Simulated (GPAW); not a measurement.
**STM contrast on a 9-layer slab of Ca(110)**

What would a tunnelling microscope show on a 9-layer slab of Ca(110)?

Method: GPAW, PAW setups; slab in vacuum, relaxation, in the first sound run; inputs show where later runs differ, in GPAW 26.7.0.

This is a report of a sequence of runs, with most program output left out.

### 1. Set-up

The cell holds 9 atoms: 9 Ca. Cell: a = 5.580 Å, b = 3.946 Å, c = 33.783 Å, α = 90.0°, β = 90.0°, γ = 90.0°. Vacuum lies along c.

### 2. Relaxing the atoms

The atoms are relaxed first, since the surface dipole, and with it the work function, follows the positions of the outer layers. The lowest 4 atoms are held at bulk positions and keep their forces.

The input, run.py:

```python
import json
import numpy as np
from ase import Atoms
from ase.constraints import FixAtoms
from ase.optimize import BFGS
from gpaw import GPAW, PW

slab = Atoms(
    ['Ca', 'Ca', 'Ca', 'Ca', 'Ca', 'Ca', 'Ca', 'Ca', 'Ca'],
    positions=[
        [0.00000, 0.00000, 9.00000],
        [2.79000, 1.97283, 10.97283],
        [0.00000, 0.00000, 12.94566],
        [2.79000, 1.97283, 14.91848],
        [0.00000, 0.00000, 16.89131],
        [2.79000, 1.97283, 18.86414],
        [0.00000, 0.00000, 20.83697],
        [2.79000, 1.97283, 22.80980],
        [0.00000, 0.00000, 24.78262]],
    cell=[[5.58, 0.0, 0.0], [0.0, 3.94566, 0.0], [0.0, 0.0, 33.78262]],
    pbc=[True, True, False])

slab.calc = GPAW(mode=PW(400), xc='PBE', kpts={'size': (6, 8, 1), 'gamma': True},
                 occupations={'name': 'fermi-dirac', 'width': 0.1}, nbands='160%',
                 convergence={'density': 1e-05}, maxiter=200,
                 poissonsolver={'dipolelayer': 'xy'},
                 symmetry={'tolerance': 1e-3, 'extra_ids': [1, 1, 1, 1, 0, 0, 0, 0, 0]}, txt='slab.txt')
result = {}
slab.set_constraint(FixAtoms([0, 1, 2, 3]))
path = []
opt = BFGS(slab, maxstep=0.2)
opt.attach(lambda: path.append((slab.get_potential_energy(), slab.positions.tolist(), slab.get_forces().tolist())))
result['relaxed'] = bool(opt.run(fmax=0.03, steps=40))
result['path'] = path
energy = slab.get_potential_energy()
fermi = slab.calc.get_fermi_level()
v = slab.calc.get_electrostatic_potential().mean((0, 1)) - fermi
n = slab.calc.get_pseudo_density().mean((0, 1))
L = slab.cell[2, 2]
z = np.arange(len(v)) * L / len(v)
low, high = slab.positions[:, 2].min(), slab.positions[:, 2].max()
below, above = np.interp([low - 6.8, high + 6.8], z, v)
slopes = [np.interp(x, z, np.gradient(v, z)) for x in (low - 6.8, high + 6.8)]
eps = np.array([[slab.calc.get_eigenvalues(k, s) for k in range(len(slab.calc.get_ibz_k_points()))]
                for s in range(slab.calc.get_number_of_spins())]) - fermi
top, bottom = eps[eps < 0].max(), eps[eps > 0].min()
dipole = slab.get_dipole_moment()[2]
print(f'energy {energy:.4f} eV, Fermi level {fermi:.4f} eV, dipole {dipole:.5f} e A')
print(f'potential 6.8 A off the faces, from the Fermi level: lower {below:.4f} eV, upper {above:.4f} eV')
print(f'slope of the potential there: lower {slopes[0]:.5f}, upper {slopes[1]:.5f} eV/A')
print(f'nearest levels on the mesh: {top:.4f} and {bottom:.4f} eV')
print('magnetic moment', round(slab.get_magnetic_moment(), 3))
result.update(energy=energy, fermi=fermi, dipole=dipole, below=below, above=above, slopes=slopes, edges=[top, bottom],
              z=z.tolist(), v=v.tolist(), n=n.tolist(), positions=slab.positions.tolist(),
              forces=slab.get_forces(apply_constraint=False).tolist(), moments=slab.get_magnetic_moments().tolist())
json.dump(result, open('result.json', 'w'))
```

On the command line:

```
$ OMP_NUM_THREADS=1 OPENBLAS_NUM_THREADS=1 python run.py
```

Wall time 47 min (1 thread of Arm Neoverse V1, shared host); peak memory 0.69 GiB.

Relaxation path:

```tsv
step	energy less that of the first step (eV)	largest force (eV/Å)
1	0.0000	0.1154
2	-0.0003	0.1133
3	-0.0061	0.0459
4	-0.0062	0.0410
5	-0.0066	0.0290
```

The atoms that moved most (Å):

```tsv
atom	dx	dy	dz	length
Ca9	0.000	0.000	-0.076	0.076
Ca7	0.000	0.000	0.035	0.035
Ca8	0.000	0.000	-0.009	0.009
```

Final coordinates:

```xyz
9
Lattice="5.5800 0.0000 0.0000 0.0000 3.9457 0.0000 0.0000 0.0000 33.7826" Properties=species:S:1:pos:R:3
Ca    0.0000    0.0000    9.0000
Ca    2.7900    1.9728   10.9728
Ca    0.0000    0.0000   12.9457
Ca    2.7900    1.9728   14.9185
Ca    0.0000    0.0000   16.8936
Ca    2.7900    1.9728   18.8668
Ca    0.0000    0.0000   20.8718
Ca    2.7900    1.9728   22.8006
Ca    0.0000    0.0000   24.7065
```

This step gave:

```
dipole along the normal                    : -5.48e-4 e·Å
levels nearest the Fermi level on the mesh : -0.001923, 0.001601 eV from the Fermi level
upper work function                        : 2.821 eV
lower work function                        : 2.816 eV
```

The electrostatic potential energy of an electron (without an applied field's), less the Fermi level, planar mean oscillates, so the rows of the table below give means over windows of 2.01 Å about each position, cut where the curve ends. Its maxima inside the range that stand out by 2 % of the span (Å: eV): 10.0: -0.980, 11.9: -0.853, 13.9: -0.864, 15.9: -0.864, 17.8: -0.883, 19.8: -0.742, 21.9: -1.00, 23.8: -1.23. Its minima: 9.0: -6.45, 10.9: -5.97, 13.0: -6.21, 14.9: -6.21, 16.9: -6.24, 18.9: -6.21, 20.9: -6.23, 22.8: -6.22, 24.7: -6.51.

Table of electrostatic potential energy of an electron (without an applied field's), less the Fermi level, planar mean by z; means over each step:

```tsv
z (Å)	electrostatic potential energy of an electron (without an applied field's), less the Fermi level, planar mean (eV)
1.00	2.82
3.01	2.82
5.02	2.80
7.03	2.10
9.04	-3.11
11.05	-3.10
13.06	-3.14
15.07	-3.15
17.08	-3.15
19.09	-3.10
21.10	-3.18
23.11	-3.29
25.12	-2.55
27.13	2.49
29.14	2.81
31.15	2.82
33.16	2.82
```

The pseudo valence density, planar mean oscillates, so the rows of the table below give means over windows of 1.9 Å about each position, cut where the curve ends. Its maxima inside the range that stand out by 2 % of the span (Å: e/Å³): 9.1: 0.428, 11.0: 0.449, 12.9: 0.439, 15.0: 0.438, 16.9: 0.448, 18.8: 0.437, 20.9: 0.446, 22.8: 0.451, 24.7: 0.440. Its minima: 9.9: 0.0821, 12.0: 0.0824, 13.9: 0.0801, 15.8: 0.0821, 17.9: 0.0819, 19.8: 0.0771, 21.7: 0.0887, 23.9: 0.0934.

Pseudo valence density, planar mean against z; means over each step:

z (Å), pseudo valence density, planar mean (e/Å³) and a bar:
```
     2.85      0.000 
     4.75      0.000 
     6.65      0.005 #
     8.55      0.202 ##########################
    10.45      0.231 #############################
    12.35      0.229 #############################
    14.25      0.227 #############################
    16.15      0.225 #############################
    18.05      0.224 ############################
    19.95      0.216 ###########################
    21.85      0.232 ##############################
    23.75      0.236 ##############################
    25.65      0.120 ###############
    27.55      0.003 
    29.45      0.000 
    31.35      0.000
```

The relaxation lowered the energy of the cell by 0.00657 eV (energies extrapolated to zero smearing; the optimiser's log prints free energies). The largest force left on a free atom is 0.029 eV/Å.

### 3. The slab's potential

With the geometry fixed, the planar mean of the potential gives the vacuum level on each side.

This step: GPAW, PAW setups; slab in vacuum (GPAW 26.7.0).

Edit run.py of step 2 so:

```diff
@@ -3,4 +3,3 @@
 from ase import Atoms
-from ase.constraints import FixAtoms
-from ase.optimize import BFGS
+from ase.dft.stm import STM
 from gpaw import GPAW, PW
@@ -14,7 +13,7 @@
         [2.79000, 1.97283, 14.91848],
-        [0.00000, 0.00000, 16.89131],
-        [2.79000, 1.97283, 18.86414],
-        [0.00000, 0.00000, 20.83697],
-        [2.79000, 1.97283, 22.80980],
-        [0.00000, 0.00000, 24.78262]],
+        [0.00000, 0.00000, 16.89356],
+        [2.79000, 1.97283, 18.86677],
+        [0.00000, -0.00000, 20.87184],
+        [2.79000, 1.97283, 22.80063],
+        [-0.00000, 0.00000, 24.70653]],
     cell=[[5.58, 0.0, 0.0], [0.0, 3.94566, 0.0], [0.0, 0.0, 33.78262]],
@@ -26,10 +25,4 @@
                  poissonsolver={'dipolelayer': 'xy'},
-                 symmetry={'tolerance': 1e-3, 'extra_ids': [1, 1, 1, 1, 0, 0, 0, 0, 0]}, txt='slab.txt')
+                 symmetry={'tolerance': 1e-3}, txt='slab.txt')
 result = {}
-slab.set_constraint(FixAtoms([0, 1, 2, 3]))
-path = []
-opt = BFGS(slab, maxstep=0.2)
-opt.attach(lambda: path.append((slab.get_potential_energy(), slab.positions.tolist(), slab.get_forces().tolist())))
-result['relaxed'] = bool(opt.run(fmax=0.03, steps=40))
-result['path'] = path
 energy = slab.get_potential_energy()
@@ -55,2 +48,16 @@
               forces=slab.get_forces(apply_constraint=False).tolist(), moments=slab.get_magnetic_moments().tolist())
+
+# Images need the states of the whole zone, up to time reversal
+slab.calc = slab.calc.fixed_density(symmetry={'point_group': False}, txt='states.txt', nbands='280%',
+                                    convergence={'bands': 'CBM+2.3'})
+stm = STM(slab)
+result['stm'] = []
+for bias in [-1.5, 2.0]:
+    height = high + 4.0
+    current = stm.get_averaged_current(bias, height)
+    x, y, h = stm.scan(bias, current)
+    i, f = divmod(height / L * stm.ldos.shape[2], 1)
+    I = abs((1 - f) * stm.ldos[:, :, int(i)] + f * stm.ldos[:, :, int(i) + 1])
+    print(f'bias {bias} V: mean current at 4.0 A {current:.4e}, corrugation {np.ptp(h):.4f} A')
+    result['stm'].append(dict(bias=bias, current=current, h=(h - high).tolist(), I=I.tolist()))
 json.dump(result, open('result.json', 'w'))
```

Elapsed: 28 min, on 1 thread; peak memory 1.6 GiB.

This step gave:

```
dipole along the normal                    : -5.84e-4 e·Å
levels nearest the Fermi level on the mesh : -0.001919, 0.001590 eV from the Fermi level
corrugation -1.5                           : 0.3434 Å
corrugation 2                              : 0.8996 Å
```

The electrostatic potential energy of an electron (without an applied field's), less the Fermi level, planar mean oscillates, so the rows of the table below give means over windows of 2.01 Å about each position, cut where the curve ends. Its maxima inside the range that stand out by 2 % of the span (Å: eV): 10.0: -0.980, 11.9: -0.853, 13.9: -0.864, 15.9: -0.864, 17.8: -0.883, 19.8: -0.742, 21.9: -1.00, 23.8: -1.23. Its minima: 9.0: -6.45, 10.9: -5.97, 13.0: -6.21, 14.9: -6.21, 16.9: -6.24, 18.9: -6.21, 20.9: -6.23, 22.8: -6.22, 24.7: -6.51.

The electrostatic potential energy of an electron (without an applied field's), less the Fermi level, planar mean by z; means over each step:

z (Å), electrostatic potential energy of an electron (without an applied field's), less the Fermi level, planar mean (eV) and a bar from the least value:
```
     1.00       2.82 ##############################
     3.01       2.82 ##############################
     5.02       2.80 ##############################
     7.03       2.10 ##########################
     9.04      -3.11 #
    11.05      -3.10 #
    13.06      -3.14 #
    15.07      -3.15 #
    17.08      -3.15 #
    19.09      -3.10 #
    21.10      -3.18 #
    23.11      -3.29 
    25.12      -2.55 ####
    27.13       2.49 ############################
    29.14       2.81 ##############################
    31.15       2.82 ##############################
    33.16       2.82 ##############################
```

The pseudo valence density, planar mean oscillates, so the rows of the table below give means over windows of 1.9 Å about each position, cut where the curve ends. Its maxima inside the range that stand out by 2 % of the span (Å: e/Å³): 9.1: 0.428, 11.0: 0.449, 12.9: 0.439, 15.0: 0.438, 16.9: 0.448, 18.8: 0.437, 20.9: 0.446, 22.8: 0.451, 24.7: 0.440. Its minima: 9.9: 0.0821, 12.0: 0.0824, 13.9: 0.0801, 15.8: 0.0821, 17.9: 0.0819, 19.8: 0.0771, 21.7: 0.0887, 23.9: 0.0934.

The pseudo valence density, planar mean by z; means over each step:

z (Å), pseudo valence density, planar mean (e/Å³) and a bar:
```
     2.85      0.000 
     4.75      0.000 
     6.65      0.005 #
     8.55      0.202 ##########################
    10.45      0.231 #############################
    12.35      0.229 #############################
    14.25      0.227 #############################
    16.15      0.225 #############################
    18.05      0.224 ############################
    19.95      0.216 ###########################
    21.85      0.232 ##############################
    23.75      0.236 ##############################
    25.65      0.120 ###############
    27.55      0.003 
    29.45      0.000 
    31.35      0.000
```

Tip height over the top atom over a1 and a2. Sample bias -1.5 V, constant current at the mean current 4.0 Å over the top atom.

Ten even steps from '0' (3.80 Å) to '9' (4.14 Å):
```
999987654332111123345678999
999987654322111122345678999
999987654321111112345678999
999987654321100112345678999
999887654321100112345678899
999887654321000012345678899
999887654321000012345678899
999887654321000012345678899
999877654321000012345677899
999877654321000012345677899
999877654321000012345677899
999887654321000012345678899
999887654321000012345678899
999887654321000012345678899
999887654321100112345678899
999987654321100112345678999
999987654321111112345678999
999987654322111122345678999
999987654332111123345678999
999987654332111123345678999
```
Columns: a1 from 0 to 0.963; rows upwards: a2 from 0 to 0.95.

Local density of states summed over the bias window over a1 and a2. Sample bias -1.5 V, constant height 4.0 Å over the top atom.

Ten even steps from '_' (0.74 × 1e-4 arbitrary) to '@' (1.31 × 1e-4 arbitrary):
```
@@@@@@%%##**++==--::....________....::--==++**##%%@@@@
@@@@@@%%##**++==--::....________....::--==++**##%%@@@@
@@@@@@%%##**++==--::....________....::--==++**##%%@@@@
@@@@@@%%##**++==--::....________....::--==++**##%%@@@@
@@@@@@%%##**++==--::....________....::--==++**##%%@@@@
@@@@@@%%##**++==--::..____________..::--==++**##%%@@@@
@@@@%%%%##**++==--::..____________..::--==++**##%%%%@@
@@@@%%%%##**++==--::..____________..::--==++**##%%%%@@
@@@@%%%%##**++==--::..____________..::--==++**##%%%%@@
@@@@%%%%##**++==--::..____________..::--==++**##%%%%@@
@@@@%%%%##**++==--::..____________..::--==++**##%%%%@@
@@@@%%%%##**++==--::..____________..::--==++**##%%%%@@
@@@@%%%%##**++==--::..____________..::--==++**##%%%%@@
@@@@@@%%##**++==--::..____________..::--==++**##%%@@@@
@@@@@@%%##**++==--::....________....::--==++**##%%@@@@
@@@@@@%%##**++==--::....________....::--==++**##%%@@@@
@@@@@@%%##**++==--::....________....::--==++**##%%@@@@
@@@@@@%%##**++==--::....________....::--==++**##%%@@@@
@@@@@@%%##**++==--::....________....::--==++**##%%@@@@
@@@@@@%%##**++==--::::..________..::::--==++**##%%@@@@
```
Columns: a1 from 0 to 0.963; rows upwards: a2 from 0 to 0.95.

Tip height over the top atom over a1 and a2. Sample bias 2 V, constant current at the mean current 4.0 Å over the top atom.

Values in Å, 12 rows by 16 columns, each cell a mean:
```
4.30 4.27 4.21 4.11 3.98 3.83 3.66 3.54 3.51 3.58 3.73 3.89 4.03 4.16 4.24 4.28
4.29 4.26 4.20 4.10 3.97 3.82 3.65 3.52 3.49 3.56 3.72 3.88 4.03 4.15 4.23 4.28
4.28 4.25 4.19 4.09 3.96 3.80 3.63 3.50 3.47 3.54 3.70 3.87 4.01 4.14 4.22 4.27
4.27 4.24 4.18 4.08 3.94 3.79 3.61 3.47 3.44 3.52 3.68 3.85 4.00 4.13 4.21 4.26
4.26 4.23 4.17 4.07 3.93 3.77 3.59 3.46 3.42 3.50 3.67 3.84 3.99 4.12 4.20 4.25
4.25 4.23 4.17 4.06 3.93 3.77 3.58 3.45 3.41 3.49 3.66 3.83 3.98 4.12 4.19 4.24
4.26 4.23 4.17 4.07 3.93 3.77 3.59 3.45 3.41 3.50 3.66 3.83 3.99 4.12 4.20 4.24
4.27 4.24 4.18 4.07 3.94 3.78 3.60 3.47 3.43 3.51 3.68 3.84 4.00 4.13 4.20 4.25
4.27 4.25 4.19 4.09 3.95 3.80 3.62 3.49 3.45 3.53 3.69 3.86 4.01 4.14 4.21 4.26
4.29 4.26 4.20 4.10 3.97 3.81 3.64 3.52 3.48 3.56 3.71 3.87 4.02 4.15 4.22 4.27
4.30 4.27 4.21 4.11 3.98 3.82 3.66 3.53 3.50 3.57 3.73 3.88 4.03 4.16 4.23 4.28
4.30 4.27 4.21 4.11 3.98 3.83 3.66 3.54 3.51 3.58 3.73 3.89 4.04 4.16 4.24 4.29
```
Columns: a1 from 0 to 0.963; rows upwards: a2 from 0 to 0.95.

(Part 1 of 2 ends here.)

[Logs are printed without paths, hosts, clocks, repeated set-up lines and the standing remarks that a program may print on its own settings, such as how far it seeks lower states.]

[Hosts, paths, dates, database ids (printed as entryN), source tags and the programs' standing remarks are cut or masked in the printed files.]
